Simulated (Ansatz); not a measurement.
# How many bands does the GW gap of TePb (Fm-3m) need?

Aim: see how the G0W0 gap of TePb (Fm-3m) on PBE moves with empty bands and screening cutoff, and what each rung costs.

Method: G0W0 on PBE, plane waves, PAW, in Ansatz 0.2.0.

Most raw output is cut from this account.

**1. Set-up**

It takes space group Fm-3m (No. 225, cubic). The conventional cell has a = 6.462 Å, b = 6.462 Å, c = 6.462 Å, α = 90.00°, β = 90.00°, γ = 90.00°. Nearest to Te lie 6 Pb at 3.23 Å. Pb has 6 Te at 3.23 Å nearest. Farther neighbours and most contacts between anions are not listed.

The cell and positions come from the Crystallography Open Database and are kept as given unless a step says otherwise. Spin-orbit coupling is left out unless a step names it. The default PAW set here is soft_2. Its files were made with PBE.

**2. 71 empty bands, screening to 60 eV**

Now the one-shot GW correction: screening in the RPA, then the self-energy of the levels asked for.

The input, input.yaml:

```yaml
crystal:
  lattice:
    - [0.0, 3.231, 3.231]
    - [3.231, 0.0, 3.231]
    - [3.231, 3.231, 0.0]
  atoms:
    - { symbol: Te, position: [0.5, 0.5, 0.5] }
    - { symbol: Pb, position: [0.0, 0.0, 0.0] }
kpoints:
  mp_grid: { grid: [4, 4, 4] }
hamiltonian:
  xc: pbe
scf:
  occupations: { method: fixed }
gw:
  n_empty_bands: 71
  ecut_chi: 60
  qp_bands: [v2, c2]
  qp_kpoints: band_edges
  screening: { model: contour_deformation }
```

On the command line:

```
ansatz run input.yaml --threads 3 --pin off --max-ram 92160MiB --backend cuda --events-out ev --progress --plain --runs-dir out --devices 1 --max-vram 13GiB  # rebuilt from the run's record
```

Elapsed: 4.9 s, on 1 × NVIDIA H100 80GB HBM3 (shared by 6 runs) with 3 threads of AMD EPYC 7R13 (Zen 3), shared host; peak memory 1.1 GiB.

Numbers from this step:

```yaml
bands_summed: 86
rpa_eps_infinity_on_this_mesh_eigenvalues: 39.09, 39.09, 39.09
plane_waves_in_the_screening_matrix: 65
q_points_in_the_mesh: 64
g0w0_gap_on_the_mesh: 0.8272 eV
k_of_the_valence_top: 0, 0, -0.5
k_of_the_conduction_bottom: 0, 0, -0.5
starting_gap_on_the_mesh: 0.7297 eV
z_at_the_valence_top: 0.7606
z_at_the_conduction_bottom: 0.7740
least_direct_g0w0_gap_on_the_computed_points: 0.8272 eV
```

The gap on the mesh goes from 0.73 eV to 0.83 eV, a correction of +0.10 eV. Between the two edge states, bare exchange in place of the xc potential would open the gap by 4.15 eV, and correlation takes back 4.06 eV.

**3. 201 empty bands, screening to 120 eV**

Another rung: the empty bands reach about as high as the screening cutoff, so the two stay in balance.

Edit input.yaml of step 2 so:

```diff
@@ -15,4 +15,4 @@
 gw:
-  n_empty_bands: 71
-  ecut_chi: 60
+  n_empty_bands: 201
+  ecut_chi: 120
   qp_bands: [v2, c2]
```

It took 7 s on 1 × NVIDIA H100 80GB HBM3 (shared by 6 runs) with 3 threads; peak memory 1.1 GiB; 8.6 s of CPU time.

This step gave:

```
bands summed                                 : 216
RPA ε∞ on this mesh (eigenvalues)            : 39.10, 39.10, 39.10
plane waves in the screening matrix          : 181
q-points in the mesh                         : 64
G0W0 gap on the mesh                         : 0.9349 eV
k of the valence top                         : 0, 0, -0.5
k of the conduction bottom                   : 0, 0, -0.5
starting gap on the mesh                     : 0.7297 eV
Z at the valence top                         : 0.7579
Z at the conduction bottom                   : 0.7726
least direct G0W0 gap on the computed points : 0.9349 eV
```

Against the run with 4×4×4 mesh, 71 empty bands, screening to 60 eV, the gap moves by +0.11 eV.

**4. 433 empty bands, screening to 200 eV**

Edit input.yaml of step 3 so:

```diff
@@ -15,4 +15,4 @@
 gw:
-  n_empty_bands: 201
-  ecut_chi: 120
+  n_empty_bands: 433
+  ecut_chi: 200.0
   qp_bands: [v2, c2]
```

Wall time 7 s (1 × NVIDIA H100 80GB HBM3 (shared by 6 runs) with 3 threads); peak memory 1.4 GiB; 11 s of CPU time.

This step gave:

| Item | Value |
| --- | --- |
| bands summed | 448 |
| RPA ε∞ on this mesh (eigenvalues) | 39.06, 39.06, 39.06 |
| plane waves in the screening matrix | 411 |
| G0W0 gap on the mesh | 1.019 eV |
| k of the valence top | 0, 0, -0.5 |
| k of the conduction bottom | 0, 0, -0.5 |
| starting gap on the mesh | 0.7297 eV |
| least direct G0W0 gap on the computed points | 1.019 eV |

Against the run with 4×4×4 mesh, 201 empty bands, screening to 120 eV, the gap moves by +0.08 eV.

**5. Changing the frequency model: 4×4×4 mesh, 201 empty bands, screening to 120 eV, plasmon pole**

A plasmon pole stands in for the full frequency dependence of the screening; this run shows what that costs in accuracy. Bands and cutoff differ from the step before, so it is read against an earlier run that matches them.

input.yaml, the sections that differ from step 4:

```yaml
gw:
  n_empty_bands: 201
  ecut_chi: 120
  qp_bands: [v2, c2]
  qp_kpoints: band_edges
  screening: { model: godby_needs }
# crystal, kpoints, hamiltonian, scf: as in step 4
```

The job ended after 8.4 s (1 × NVIDIA H100 80GB HBM3 (shared by 6 runs) with 3 threads; peak memory 1.2 GiB).

This step gave:

```yaml
bands_summed: 216
plasmon_pole_fit_frequency: 24.76 eV
rpa_eps_infinity_on_this_mesh_eigenvalues: 39.10, 39.10, 39.10
plane_waves_in_the_screening_matrix: 181
g0w0_gap_on_the_mesh: 0.8825 eV
k_of_the_valence_top: 0, 0, -0.5
k_of_the_conduction_bottom: 0, 0, -0.5
starting_gap_on_the_mesh: 0.7297 eV
least_direct_g0w0_gap_on_the_computed_points: 0.8825 eV
```

Against the run with 4×4×4 mesh, 201 empty bands, screening to 120 eV, the gap moves by −0.05 eV.

**6. Changing the files: 4×4×4 mesh, 201 empty bands, screening to 120 eV, hard PAW files**

Other atomic data (hard PAW) test the pseudisation: the cutoff goes from 420 to 640 eV and the valence electrons from 30 to 38, which opens shells that were frozen.

Edit input.yaml of step 5 so:

```diff
@@ -12,2 +12,3 @@
   xc: pbe
+  pseudopotentials: { kind: paw, source: ansatz }
 scf:
@@ -19,2 +20,2 @@
   qp_kpoints: band_edges
-  screening: { model: godby_needs }
+  screening: { model: contour_deformation }
```

It took 7.4 s on 1 × NVIDIA H100 80GB HBM3 (shared by 6 runs) with 3 threads; peak memory 1.2 GiB.

This step gave:

- bands summed: 220
- RPA ε∞ on this mesh (eigenvalues): 38.86, 38.86, 38.86
- plane waves in the screening matrix: 181
- G0W0 gap on the mesh: 0.9119 eV
- k of the valence top: 0, 0, -0.5
- k of the conduction bottom: 0, 0, -0.5
- starting gap on the mesh: 0.7331 eV
- least direct G0W0 gap on the computed points: 0.9119 eV

Against the run with 4×4×4 mesh, 201 empty bands, screening to 120 eV, the gap moves by −0.02 eV.

**7. Side by side**

Times are wall times on 1 × NVIDIA H100 80GB HBM3 (shared by 6 runs) with 3 threads of AMD EPYC 7R13 (Zen 3), shared host, good to a factor of about two.

| mesh | files | frequency | bands summed | cutoff (eV) | start (eV) | G0W0 (eV) | time | host memory (GiB) |
| --- | --- | --- | --- | --- | --- | --- | --- | --- |
| 4×4×4 | default PAW | contour deformation | 86 | 60 | 0.730 | 0.827 | 4.9 s | 1.1 |
| 4×4×4 | default PAW | contour deformation | 216 | 120 | 0.730 | 0.935 | 7 s | 1.1 |
| 4×4×4 | default PAW | contour deformation | 448 | 200 | 0.730 | 1.019 | 7 s | 1.4 |
| 4×4×4 | default PAW | plasmon pole | 216 | 120 | 0.730 | 0.882 | 8.4 s | 1.2 |
| 4×4×4 | hard PAW | contour deformation | 220 | 120 | 0.733 | 0.912 | 7.4 s | 1.2 |

How the two edges are built up, in eV (the quasiparticle level is the starting level plus Σx plus Σc less Vxc):

| run | edge | start | Σx | Σc | Vxc | Z | QP |
| --- | --- | --- | --- | --- | --- | --- | --- |
| 86 bands | valence top | 8.70 | -15.41 | 0.90 | -14.53 | 0.76 | 8.72 |
| 86 bands | conduction bottom | 9.43 | -8.04 | -3.15 | -11.32 | 0.77 | 9.55 |
| 216 bands | valence top | 8.70 | -15.41 | 0.54 | -14.53 | 0.76 | 8.36 |
| 216 bands | conduction bottom | 9.43 | -8.04 | -3.41 | -11.32 | 0.77 | 9.29 |
| 448 bands | valence top | 8.70 | -15.41 | 0.36 | -14.53 | 0.76 | 8.18 |
| 448 bands | conduction bottom | 9.43 | -8.04 | -3.50 | -11.32 | 0.77 | 9.20 |

**8. Summary of results**

| Property | Result |
| --- | --- |
| 86 bands, 60 eV | 0.827 eV |
| 216 bands, 120 eV | 0.935 eV |
| 448 bands, 200 eV | 1.019 eV |
| estimated limit in bands and cutoff | 1.10 eV |
| mesh and start | 4×4×4, PBE |

**Reading.** A line in one over the bands through the two highest rungs gives 1.10 eV, +0.08 eV from the top rung; the pair below gives 1.01 eV, so the estimate is still climbing. The rungs stand 0.27 eV (86 bands), 0.16 eV (216 bands) and 0.08 eV (448 bands) from it. From 86 to 448 bands the gap moves by +0.19 eV. Σc changes by −0.54 eV at the valence top and −0.35 eV at the conduction bottom, so the levels themselves move more than the gap between them. The plasmon-pole model gives −0.05 eV against contour deformation, 26 % of the correction, and saved no time in this program. Hard PAW files move the gap by −0.02 eV at equal bands and cutoff, +0.003 eV of it in the start. The cheapest rung within 0.1 eV of this estimate is that with 448 bands (7 s). The 4×4×4 mesh is coarse for this cell (its supercell is 18 Å along the shortest edge). The RPA ε∞ on it, from the PBE start, is 39.06; such meshes misread the long-range screening, most where the gap is narrow. Where an edge is built on 6p states of lead, bismuth or thallium, scalar-relativistic gaps usually stand too wide, by a few tenths to over one eV. The RPA ε∞ on this mesh reaches over 25; with a narrow direct gap a coarse mesh can overstate it, and the correction is then too small. The many-body steps are scalar-relativistic: spin-orbit coupling is not in them.

[Paths, hosts, dates, memory and timing lines, banners, echoed tables and standing remarks are left out of the program output.]

[Logs are printed without paths, hosts, clocks, repeated set-up lines and the standing remarks that a program may print on its own settings, such as how far it seeks lower states.]

[Runs of the session that timed out or met a known fault of the program may be left out.]

[Cells called generated may have been cut or substituted from an entry of the Crystallography Open Database or the Materials Project.]

[Hosts, paths, dates, database ids (printed as entryN), source tags and the programs' standing remarks are cut or masked in the printed files.]
